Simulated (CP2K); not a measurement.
The O K edge of ammonium dihydrate was computed by TDDFT (CP2K XAS_TDP, aug-cc-pVDZ, TDA) at these levels: PBE, PBEh(45%) and PBEh(45%) + GW2X. The first three lines of O2 (bonded to 2 H, takes 1 H bond) with a strength over 0.0015, energy in eV and strength:

```
run           first          second           third
  1  512.04 (0.004)  513.17 (0.003)  513.35 (0.005)
  2  536.81 (0.010)  538.26 (0.036)  538.63 (0.007)
  3  530.76 (0.011)  532.20 (0.037)  532.58 (0.007)
```

Q: Which run is which?

Run 1: PBE (0 % exact exchange). Run 2: PBEh(45%) + GW2X (45 % exact exchange). Run 3: PBEh(45%) (45 % exact exchange). Self-interaction lifts the core level, so the uncorrected lines rise with the share of exact exchange. The GW2X run keeps the spacings of its parent: 1.45 eV between the first two lines in run 2, 1.44 eV in run 3. Its shift is +6.05 eV, since the Kohn–Sham level at this share of exchange lies that far above the quasiparticle level.

[Banner, clock and machine lines of the logs are left out without a mark of their own.]

[Logs are printed without paths, hosts, clocks, repeated set-up lines and the standing remarks that a program may print on its own settings, such as how far it seeks lower states.]

[Hosts, paths, dates, database ids (printed as entryN), source tags and the programs' standing remarks are cut or masked in the printed files.]
